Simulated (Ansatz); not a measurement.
# Changed inputs in constrained RPA: MnBr2 (R-3m)

Wanted: the sensitivity and cost of U and J for MnBr2 (R-3m).

Program: Ansatz 0.2.0. Level of theory: constrained RPA on LDA, plane waves, PAW. Results are calculated unless marked as measured.

## (1) The structure

The structure is trigonal, space group R-3m (No. 166). The conventional cell has a = 3.875 Å, b = 3.875 Å, c = 19.810 Å, α = 90.00°, β = 90.00°, γ = 120.00°. Nearest to Mn lie 6 Br at 2.52 Å. Br has 3 Mn at 2.52 Å nearest. Farther neighbours and most contacts between anions are not listed.

As a file:

```cif
data_structure
_symmetry_space_group_name_H-M 'R-3m:H'
_symmetry_Int_Tables_number 166
_cell_length_a 3.8745
_cell_length_b 3.8745
_cell_length_c 19.8096
_cell_angle_alpha 90.000
_cell_angle_beta 90.000
_cell_angle_gamma 120.000
_cell_volume 257.54
loop_
_atom_site_label
_atom_site_type_symbol
_atom_site_symmetry_multiplicity
_atom_site_Wyckoff_symbol
_atom_site_fract_x
_atom_site_fract_y
_atom_site_fract_z
_atom_site_occupancy
Mn1 Mn 3 a 0.00000 0.00000 0.00000 1
Br1 Br 6 c 0.00000 0.00000 0.27504 1
```

The cell is the Materials Project's (PBE, PBE+U or r2SCAN) relaxed one; the ions were relaxed with LDA. The program's search for lower electronic states was switched off, so nothing shows that the state found is the lowest. The default PAW set here is soft_2. Its files were made with PBE.

## (2) Base: Mn t2g, bands v3 to v1, 6×6×6 mesh, medium accuracy

Constrained RPA screens the interaction with every transition except those inside the target bands, which a later many-body model would treat itself.

input.yaml

```yaml
crystal:
  lattice:
    - [5.63881815, 2.89913259, -2.89913259]
    - [2.89913259, 2.89913259, -5.63881815]
    - [2.89913259, 5.63881815, -2.89913259]
  atoms:
    - { symbol: Mn, position: [0.0, 0.0, 0.0] }
    - { symbol: Br, position: [0.7249646182, 0.7249646182, 0.7249646182] }
    - { symbol: Br, position: [0.2750353818, 0.2750353818, 0.2750353818] }
kpoints:
  mp_grid: { grid: [12, 12, 12] }
hamiltonian:
  xc: lda
scf:
  occupations: { method: gaussian, width: 0.08 }
  n_extra_bands: 19
  max_iter: 150
  lower_state_search: "off"
output:
  crpa:
    kmesh: [6, 6, 6]
    target_bands: [v3, v1]
    projections: [{ species: Mn, l: d, shell: 3, orbitals: [dxz, dyz, dxy] }]
  local_orbitals:
    kmesh: [6, 6, 6]
    orbitals: [{ species: Mn, l: d, shell: 3, orbitals: [dxz, dyz, dxy] }]
    window: { bands: [v3, v1] }
    seedname: lo
```

On the command line:

```console
$ ansatz run input.yaml --threads 4 --pin off --max-ram 14745MiB --backend cpu --events-out ev --progress --plain --runs-dir out
```

Numbers of over 12 decimals in the logs are rounded to 6 here.

Log:

```text
scf.n_extra_bands = 19 over 15 filled bands (N_el = 29.0): the run solves 34 bands
Engine: ansatz 0.2.0, aarch64-unknown-linux-gnu
Pseudopotentials: kind: paw
Pseudopotential: Mn, paw, valence charge 15, recommended cutoff 420 eV (normal), Mn.paw.azcp
Pseudopotential: Br, paw, valence charge 7, recommended cutoff 420 eV (normal), Br.paw.azcp
Functional definition: SPW92
  exchange = slater_x
  correlation = pw_c
Crystal: 3 atoms, lattice volume = 85.845 Å³
Basis set: ecut = 420 eV, 1703 PW (Γ)
Bands: 34, of which v1, the nominal top of the filled ones, is band 15 counted from 1 (14 counted from 0)
Symmetry: 12 space group operations
Space group: R-3m (ITA 166), of the structure as read, at distance tolerance 4.4e-5 Å
k-points: 189 of 1728
Non-local potential: Mn, projectors of the file, l = 0: 3, l = 1: 2, l = 2: 3, l = 3: 1
Non-local potential: Br, projectors of the file, l = 0: 2, l = 1: 2, l = 2: 2
PAW form: soft (Blöchl's): semilocal exchange-correlation on the pseudo side does not see the compensation charge
PAW frozen core: Mn, regenerated for the run's functional, and the local potential with it (the file was generated under x = pbe(κ = 0.804, μ = 0.219515), c = pbe(β = 0.066725))
PAW frozen core: Br, regenerated for the run's functional, and the local potential with it (the file was generated under x = pbe(κ = 0.804, μ = 0.219515), c = pbe(β = 0.066725))
PAW one-centre angular grid: Mn, 590 points (default); XC on 64 Gauss nodes
PAW one-centre angular grid: Br, 110 points (default); XC on 64 Gauss nodes
Initial density: superposition of atomic densities (neutral atoms: chi_scale 0, normalization atom), corrected by the library's trained network
Initial wavefunctions: pseudopotential atomic-orbital guess
Functional: x = slater, c = lda
SCF iter   1: F=—  HF=-9228.809520 eV  |F-HF|=—  |Δ(HF+E_count)|=         —  Δρ=1.23e-2  dr2=4.36e-2  ethr=1.77e-3  ⟨swp⟩=6.1  Hψ=30523  notcnv=0  defer=1664
preconditioner: auto → LDOS  [metal: Δε(μ)=0.005 eV  Ē_g=15.474 eV  σ=0.080 eV  W_gap=0.03  n_scr=22 (ndim 8)  ℏωp=18.4 eV  f_vac=0.241  D(μ)=7.28/eV (n_scr^D=92)  β→1.0]
SCF iter   2: F=—  HF=-9228.815932 eV  |F-HF|=—  |Δ(HF+E_count)|=   6.41e-3  Δρ=1.58e-2  dr2=7.17e-2  ethr=1.50e-4  ⟨swp⟩=2.0  Hψ=11711  notcnv=0  defer=2404
SCF iter   3: F=—  HF=-9228.807116 eV  |F-HF|=—  |Δ(HF+E_count)|=   8.82e-3  Δρ=1.11e-2  dr2=3.38e-2  ethr=1.50e-4  ⟨swp⟩=2.0  Hψ=7324  notcnv=0  defer=2404
SCF iter   4: F=—  HF=-9228.800327 eV  |F-HF|=—  |Δ(HF+E_count)|=   6.79e-3  Δρ=4.09e-3  dr2=6.47e-3  ethr=1.17e-4  ⟨swp⟩=1.0  Hψ=4730  notcnv=0  defer=2337
SCF iter   5: F=—  HF=-9228.799131 eV  |F-HF|=—  |Δ(HF+E_count)|=   1.20e-3  Δρ=1.23e-3  dr2=8.89e-4  ethr=2.23e-5  ⟨swp⟩=1.0  Hψ=3990  notcnv=0  defer=2337
[...]
SCF 1 converged in 8 iterations: F = -9228.798999 eV  dr2 = 5.90e-8
[...]
NSCF: frozen V_eff on 35 k-points
NSCF: frozen V_eff on 32 k-points
[...]
cRPA screening: q 1/216
cRPA screening: q 2/216
cRPA screening: q 8/216 (q-point 3)
cRPA screening: q 14/216 (q-point 4)
cRPA screening: q 17/216 (q-point 8)
cRPA screening: q 23/216 (q-point 9)
cRPA screening: q 35/216 (q-point 10)
cRPA screening: q 47/216 (q-point 11)
cRPA screening: q 59/216 (q-point 12)
cRPA screening: q 65/216 (q-point 15)
[...]
cRPA screening: q 198/216 (q-point 89)
cRPA screening: q 204/216 (q-point 94)
cRPA screening: q 210/216 (q-point 95)
cRPA screening: q 216/216 (q-point 130)
SCF converged after 8 iterations
Free energy (F): -9228.798999 eV
Harris-Foulkes:  -9228.798999 eV  (|F-HF|=3.56e-8)
Internal energy: -9228.773532 eV  (E = F + TS)
E sigma→0 (E₀):  -9228.786265 eV
Entropy (-TS):   -0.025467 eV (-8.489 meV/atom)
Fermi energy:    4.757558 eV
--- Per-component energies (eV) ---
  E_band       = -420.022290
  E_kinetic    = 574.090131
  E_local      = -4397.856555  (includes V_loc(G=0)·N_el)
  E_nonlocal   = 392.718139
  E_hartree    = 1845.881855
  E_xc         = -633.440628
  E_vxc        = -352.650849  (∫ρ·V_xc dr)
  E_paw        = -5566.662245  (= ΣΔE_a)
  E_vpaw       = -328.076315  (= ΣTr[D̂ρ^β])
  E_aug_tail   = -0.000010  (compensation charges beyond the density's cutoff)
  E_ewald      = -1444.301195
  E_core_change = 0.796976  (= ΣΔE_core)
  E_smearing   = -0.025467  (= −TS)
  E_closure    = -0.000000  (closes the sum)
  Σ components = -9228.798999   (vs F -9228.798999, Δ=0.00e0)
--- Band table (eV; the first three rows and the last of 189) ---
  k-point 0: bands = [... 11 lower, 2.2767, 4.2469, 4.2469, 4.8368, 6.1675, 6.1675, 7.4502, 8.7766, ... 15 higher]
  k-point 1: bands = [... 11 lower, 2.3589, 4.3063, 4.3296, 4.8713, 5.9607, 6.1078, 7.7199, 9.0697, ... 15 higher]
  k-point 2: bands = [... 11 lower, 2.4769, 4.3788, 4.4979, 4.9075, 5.5971, 5.9883, 8.4060, 9.5432, ... 15 higher]
  k-point 188: bands = [... 11 lower, 1.9809, 4.2475, 4.2475, 4.8286, 6.1758, 6.1758, 8.8354, 8.8486, ... 15 higher]
--- cRPA (band scheme, projected local orbitals): target bands 13..15 (1-based), 3 Wannier function(s), 6×6×6 mesh, 30 bands' worth read of 35 solved, ecut_chi 136.0 eV, v(q+G=0) probe_charge, pair densities all_electron ---
  bands read: the sum over 30 bands ends inside a degenerate multiplet in 3 slots, whose members it reads at an even weight; the widest, k=86: bands 30 to 31 (counted from 1) at 1/2 each
  χ-basis size per q: N_G = 302..325
  window electrons = 5.0000, filled by tetrahedron_uncorrected; constrained ε̄⁻¹(q = 0, 0) head = 0.135614; min gauge Gram eig = 0.6603
  Kanamori averages over each shell's own Wannier functions (sites counted from 0, functions from 1):
    Site 0, 3D, 3 of 5 d orbitals (Wannier functions 1, 2, 3; wannier90's mr 2, 3, 5):
      screened: U = 1.9784 eV, U' = 1.1782 eV, J = 0.3718 eV
      screened, to within: U = 2.7e-3 eV, U' = 2.7e-3 eV, J = 5.1e-4 eV
      bare: V = 17.0934 eV, V' = 15.8553 eV, J = 0.5925 eV
  Hermiticity witness max|P − P†| over intra, direct and exchange elements: 7.11e-15 eV (screened), 1.26e-25 eV (bare)
  Reality witness max|Im| over intra, direct and exchange elements: 3.38e-21 eV (screened), 6.82e-20 eV (bare)
```

Elapsed: 15 min, on 4 threads of Arm Neoverse V1, shared host; peak memory 0.87 GiB.

The column dr2 measures how far the density is from self-consistency, as an energy; F and HF (Harris–Foulkes) agree once it is small.

Numbers from this step:

```yaml
u: 1.978 eV
u_prime_inter_orbital: 1.178 eV
j: 0.3718 eV
bare_v: 17.09 eV
bare_j: 0.5925 eV
stated_bound_on_u: 0.002665 eV
u_over_bare_v: 0.1157
electrons_in_the_window: 5.000
head_of_the_constrained_inverse_dielectric_matrix: 0.1356
least_eigenvalue_of_the_projection_s_overlap: 0.6603
target_functions: 3
bands_in_the_sums: 30
r_m_s_miss_of_the_model_bands: 0.004606 eV
width_of_the_target_bands: 0.6722 eV
weight_of_the_projected_orbitals_in_the_window: 0.9277
```

On the Mn t2g shell, screening brings the on-site interaction from 17.1 eV down to U = 1.98 eV.

## (3) Changed: 4×4×4 mesh

input.yaml, the sections that differ from step 2:

```yaml
output:
  crpa:
    kmesh: [4, 4, 4]
    target_bands: [v3, v1]
    projections: [{ species: Mn, l: d, shell: 3, orbitals: [dxz, dyz, dxy] }]
# crystal, kpoints, hamiltonian, scf: as in step 2
```

Log:

```text
[...]
Crystal: 3 atoms, lattice volume = 85.845 Å³
Basis set: ecut = 420 eV, 1703 PW (Γ)
Bands: 34, of which v1, the nominal top of the filled ones, is band 15 counted from 1 (14 counted from 0)
[... 1 set-up line as in the run before ...]
[...]
k-points: 189 of 1728
[...]
SCF iter   1: F=—  HF=-9228.809520 eV  |F-HF|=—  |Δ(HF+E_count)|=         —  Δρ=1.23e-2  dr2=4.36e-2  ethr=1.77e-3  ⟨swp⟩=6.1  Hψ=30523  notcnv=0  defer=1664
[...]
SCF iter   8: F=-9228.798999 eV  HF=-9228.798999 eV  |F-HF|=3.56e-8  |Δ(HF+E_count)|=   2.42e-8  Δρ=1.14e-5  dr2=5.90e-8  ethr=3.45e-10  ⟨swp⟩=9.2  Hψ=35435  notcnv=0
SCF 1 converged in 8 iterations: F = -9228.798999 eV  dr2 = 5.90e-8
[...]
NSCF: frozen V_eff on 13 k-points
[...]
cRPA screening: q 1/64
cRPA screening: q 2/64
cRPA screening: q 8/64 (q-point 3)
cRPA screening: q 11/64 (q-point 6)
cRPA screening: q 17/64 (q-point 7)
cRPA screening: q 29/64 (q-point 8)
cRPA screening: q 35/64 (q-point 11)
cRPA screening: q 38/64 (q-point 22)
cRPA screening: q 40/64 (q-point 23)
cRPA screening: q 46/64 (q-point 24)
cRPA screening: q 52/64 (q-point 27)
cRPA screening: q 58/64 (q-point 28)
cRPA screening: q 64/64 (q-point 43)
SCF converged after 8 iterations
Free energy (F): -9228.798999 eV
[...]
Internal energy: -9228.773532 eV  (E = F + TS)
E sigma→0 (E₀):  -9228.786265 eV
Entropy (-TS):   -0.025467 eV (-8.489 meV/atom)
Fermi energy:    4.757558 eV
[...]
--- Band table (eV; the first three rows and the last of 189) ---
  k-point 0: bands = [... 11 lower, 2.2767, 4.2469, 4.2469, 4.8368, 6.1675, 6.1675, 7.4502, 8.7766, ... 15 higher]
  k-point 1: bands = [... 11 lower, 2.3589, 4.3063, 4.3296, 4.8713, 5.9607, 6.1078, 7.7199, 9.0697, ... 15 higher]
  k-point 2: bands = [... 11 lower, 2.4769, 4.3788, 4.4979, 4.9075, 5.5971, 5.9883, 8.4060, 9.5432, ... 15 higher]
  k-point 188: bands = [... 11 lower, 1.9809, 4.2475, 4.2475, 4.8286, 6.1758, 6.1758, 8.8354, 8.8486, ... 15 higher]
[...]
χ-basis size per q: N_G = 304..325
[...]
Site 0, 3D, 3 of 5 d orbitals (Wannier functions 1, 2, 3; wannier90's mr 2, 3, 5):
      screened: U = 2.0369 eV, U' = 1.2411 eV, J = 0.3697 eV
      screened, to within: U = 3.3e-3 eV, U' = 3.3e-3 eV, J = 5.1e-4 eV
      bare: V = 17.1136 eV, V' = 15.8757 eV, J = 0.5923 eV
[...]
```

Elapsed: 1.8 min, on 4 threads; peak memory 0.72 GiB; 6.8 min of CPU time.

This step gave:

| Quantity | Value |
| --- | --- |
| U | 2.037 eV |
| U prime (inter-orbital) | 1.241 eV |
| J | 0.3697 eV |
| bare V | 17.11 eV |
| bare J | 0.5923 eV |
| stated bound on U | 0.003229 eV |
| U over bare V | 0.1190 |
| electrons in the window | 5.000 |
| head of the constrained inverse dielectric matrix | 0.1331 |
| least eigenvalue of the projection's overlap | 0.6682 |
| target functions | 3 |
| bands in the sums | 30 |
| width of the target bands | 0.6722 eV |
| weight of the projected orbitals in the window | 0.9277 |

On the Mn t2g shell, screening brings the on-site interaction from 17.1 eV down to U = 2.04 eV.

## (4) Changed: smooth pair densities

input.yaml, as its differences from that of step 3:

```diff
@@ -20,4 +20,5 @@
   crpa:
-    kmesh: [4, 4, 4]
+    kmesh: [6, 6, 6]
     target_bands: [v3, v1]
     projections: [{ species: Mn, l: d, shell: 3, orbitals: [dxz, dyz, dxy] }]
+    pair_densities: pseudo
```

Log:

```text
[...]
Crystal: 3 atoms, lattice volume = 85.845 Å³
Basis set: ecut = 420 eV, 1703 PW (Γ)
Bands: 34, of which v1, the nominal top of the filled ones, is band 15 counted from 1 (14 counted from 0)
[... 1 set-up line as in the run before ...]
[...]
k-points: 189 of 1728
[...]
χ-basis size per q: N_G = 302..325
[...]
Site 0, 3D, 3 of 5 d orbitals (Wannier functions 1, 2, 3; wannier90's mr 2, 3, 5):
      screened: U = 1.9996 eV, U' = 1.1732 eV, J = 0.3830 eV
      screened, to within: U = 1.3e-3 eV, U' = 1.3e-3 eV, J = 2.7e-4 eV
      screened, sum over states alone: U = 2.2409 eV, U' = 1.1646 eV, J = 0.4942 eV
      bare: V = 17.0934 eV, V' = 15.8553 eV, J = 0.5925 eV
[...]
[key lines of the parts left out:]
SCF converged after 8 iterations
Free energy (F): -9228.798999 eV
Fermi energy:    4.757558 eV
```

It took 15 min on 4 threads; peak memory 0.81 GiB.

Numbers from this step:

```
U                                                 : 2.000 eV
U prime (inter-orbital)                           : 1.173 eV
J                                                 : 0.3830 eV
bare V                                            : 17.09 eV
bare J                                            : 0.5925 eV
stated bound on U                                 : 0.001229 eV
U over bare V                                     : 0.1170
electrons in the window                           : 5.000
head of the constrained inverse dielectric matrix : 0.1357
least eigenvalue of the projection's overlap      : 0.6603
target functions                                  : 3
bands in the sums                                 : 30
width of the target bands                         : 0.6722 eV
weight of the projected orbitals in the window    : 0.9277
```

On the Mn t2g shell, screening brings the on-site interaction from 17.1 eV down to U = 2.00 eV.

## (5) Changed: accuracy low

input.yaml, as its differences from that of step 4:

```diff
@@ -23,2 +23,2 @@
     projections: [{ species: Mn, l: d, shell: 3, orbitals: [dxz, dyz, dxy] }]
-    pair_densities: pseudo
+    accuracy: low
```

Log:

```text
[...]
Crystal: 3 atoms, lattice volume = 85.845 Å³
Basis set: ecut = 420 eV, 1703 PW (Γ)
Bands: 34, of which v1, the nominal top of the filled ones, is band 15 counted from 1 (14 counted from 0)
[... 1 set-up line as in the run before ...]
[...]
k-points: 189 of 1728
[...]
k-point 188: bands = [... 11 lower, 1.9809, 4.2475, 4.2475, 4.8286, 6.1758, 6.1758, 8.8354, 8.8486, ... 15 higher]
[...]
χ-basis size per q: N_G = 302..325
[...]
Site 0, 3D, 3 of 5 d orbitals (Wannier functions 1, 2, 3; wannier90's mr 2, 3, 5):
      screened: U = 1.9791 eV, U' = 1.1796 eV, J = 0.3720 eV
      screened, to within: U = 2.9e-2 eV, U' = 2.9e-2 eV, J = 6.5e-3 eV
      bare: V = 17.0934 eV, V' = 15.8553 eV, J = 0.5925 eV
[...]
[key lines of the parts left out:]
SCF converged after 8 iterations
Free energy (F): -9228.798999 eV
Fermi energy:    4.757558 eV
```

It took 14 min on 4 threads; peak memory 0.84 GiB.

Numbers from this step:

```yaml
u: 1.979 eV
u_prime_inter_orbital: 1.180 eV
j: 0.3720 eV
bare_v: 17.09 eV
bare_j: 0.5925 eV
stated_bound_on_u: 0.02839 eV
u_over_bare_v: 0.1158
electrons_in_the_window: 5.000
head_of_the_constrained_inverse_dielectric_matrix: 0.1356
least_eigenvalue_of_the_projection_s_overlap: 0.6603
target_functions: 3
bands_in_the_sums: 30
width_of_the_target_bands: 0.6722 eV
weight_of_the_projected_orbitals_in_the_window: 0.9277
```

On the Mn t2g shell, screening brings the on-site interaction from 17.1 eV down to U = 1.98 eV.

## (6) Changed: more bands than orbitals

input.yaml, as its differences from that of step 5:

```diff
@@ -21,4 +21,3 @@
     kmesh: [6, 6, 6]
-    target_bands: [v3, v1]
+    target_bands: [v3, c1]
     projections: [{ species: Mn, l: d, shell: 3, orbitals: [dxz, dyz, dxy] }]
-    accuracy: low
```

Log:

```text
Error: invalid value for `output.crpa.projections`: 3 orbital(s) selected but the target window spans 4 band(s); name one orbital per band of it
```

Elapsed: 0.1 s, on 4 threads; peak memory 0.083 GiB.

The input was rejected at the start.

The program's message: “Error: invalid value for `output.crpa.projections`: 3 orbital(s) selected but the target window spans 4 band(s); name one orbital per band of it”

The fault put into this input: more bands than orbitals.

## (7) Side by side

Times are wall times on 4 threads of Arm Neoverse V1, shared host, good to a factor of about two.

```
                  run  bare V (eV)  U (eV)  J (eV)  bound on U (eV)  width (eV)     time
        target window        17.09   1.978   0.372           0.0027        0.67   15 min
           4×4×4 mesh        17.11   2.037   0.370           0.0032        0.67  1.8 min
smooth pair densities        17.09   2.000   0.383           0.0012        0.67   15 min
         accuracy low        17.09   1.979   0.372           0.0284        0.67   14 min
```

## (8) What came out

```json
{
  "target window": "U 1.98 eV, J 0.37 eV",
  "4×4×4 mesh": "U 2.04 eV, J 0.37 eV",
  "smooth pair densities": "U 2.00 eV, J 0.38 eV",
  "accuracy low": "U 1.98 eV, J 0.37 eV"
}
```

4×4×4 mesh moves U by +0.06 eV at 0.12 times the time. Smooth pair densities moves U by +0.02 eV. Accuracy low moves U by +0.001 eV (within the solver's bounds, for the mean over orbitals). The printed bound covers the solver alone, not the mesh, and no denser mesh than the base was run. The parent state is non-magnetic and the interaction static (zero frequency); U depends on the window and the orbitals, so it belongs to this model alone. A model of the t2g bands alone assumes low spin; where the ion is high-spin, as for many Cr, Mn, Fe and Co compounds, the eg bands are needed too.

[Paths, hosts, dates, memory and timing lines, banners, echoed tables and standing remarks are left out of the program output.]

[Logs are printed without paths, hosts, clocks, repeated set-up lines and the standing remarks that a program may print on its own settings, such as how far it seeks lower states.]

[Runs of the session that timed out or met a known fault of the program may be left out.]

[Hosts, paths, dates, database ids (printed as entryN), source tags and the programs' standing remarks are cut or masked in the printed files.]
